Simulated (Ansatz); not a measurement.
# Cr3PdN (Pm-3m): phonons and vibrational spectra

Aim: the phonons of Cr3PdN (Pm-3m) at a cell relaxed beforehand at this level. After the zone centre comes a 2×2×2 q mesh on a 12×12×12 k mesh.

Calculated with Ansatz 0.2.0; DFT PBEsol, scalar-relativistic, plane waves, PAW; PAW set soft_1.

### Step 1. The starting structure

It takes space group Pm-3m (No. 221, cubic). Conventional cell: a = 3.786 Å, b = 3.786 Å, c = 3.786 Å, α = 90.00°, β = 90.00°, γ = 90.00°. Nearest to Cr lie 2 N at 1.89 Å. Nearest to Pd lie 12 Cr at 2.68 Å. N has 6 Cr at 1.89 Å nearest. Farther neighbours and most contacts between anions are not listed.

### Step 2. Modes at Γ

The cell comes from relaxations at this level that are not shown. The zone centre comes first: it holds the modes that light can see, as far as symmetry allows. No field response is asked, since the mesh shows no gap.

File input.yaml:

```yaml
crystal:
  lattice:
    - [3.78590862, 0.0, 0.0]
    - [0.0, 3.78590862, 0.0]
    - [0.0, 0.0, 3.78590862]
  atoms:
    - { symbol: Cr, position: [0.5, 0.0, 0.5] }
    - { symbol: Cr, position: [0.0, 0.5, 0.5] }
    - { symbol: Cr, position: [0.5, 0.5, 0.0] }
    - { symbol: Pd, position: [0.0, 0.0, 0.0] }
    - { symbol: "N", position: [0.5, 0.5, 0.5] }
kpoints:
  mp_grid: { grid: [12, 12, 12] }
hamiltonian:
  xc: pbesol
  pseudopotentials: { kind: paw, azcp: { folder: soft_1 }, xc_functional: pbe }
scf:
  occupations: { method: methfessel_paxton, width: 0.2 }
output:
  eigenvalues: true
phonons:
  method: dfpt
```

On the command line:

```
$ ansatz run input.yaml --threads 4 --pin off --max-ram 10240MiB --backend cpu --events-out ev --progress --plain --runs-dir out
```

Then come: phonons on a q mesh; isotope substitution, element N, natural mass 14.007 amu; another isotope, element Pd, natural mass 106.42 amu. Settings of the main run: cutoff 420 eV, 12×12×12 k-mesh, 2×2×2 q-mesh, Methfessel-Paxton occupations, smearing width 0.2 eV, PAW set soft 1.

What does the calculation give for the highest optical mode at the zone centre and highest frequency on the path or at a solved wavevector?

Modes are clearly imaginary (beyond 10i cm⁻¹) at 3 of the 4 irreducible wavevectors, most at Γ (70.5i cm⁻¹), so this structure is not a minimum of the energy. The optical modes at Γ span -71 to 690 cm⁻¹ (negative means imaginary). The highest mode in this list at Γ, 690.2 cm⁻¹, is mostly motion of N (76 % of the kinetic energy).

```
volume per atom                                         : 10.9 Å³
electronic character                                    : no gap on this mesh
highest optical mode at the zone centre (no LO-TO term) : 690 cm⁻¹
lowest optical zone-centre mode                         : -70.5 cm⁻¹
lowest mode on the q mesh (acoustic modes at Γ apart)   : -70.5 cm⁻¹
highest frequency on the path or at a solved wavevector : 690 cm⁻¹
imaginary modes on the 2×2×2 q mesh                     : yes
```

The q mesh stands for a supercell only 7.6 Å across, so branches between the solved wavevectors are rough. With no gap, or one that is small against the smearing, the frequencies hang on the k mesh and the smearing, most of all near Kohn anomalies. The phonon runs are without spin polarisation, although the cell has an odd electron count. The PAW files were made for PBE and serve the other functionals too. These are harmonic frequencies at zero temperature: anharmonic shifts, linewidths and thermal expansion are left out.

[Logs are printed without paths, hosts, clocks, repeated set-up lines and the standing remarks that a program may print on its own settings, such as how far it seeks lower states.]

[Hosts, paths, dates, database ids (printed as entryN), source tags and the programs' standing remarks are cut or masked in the printed files.]
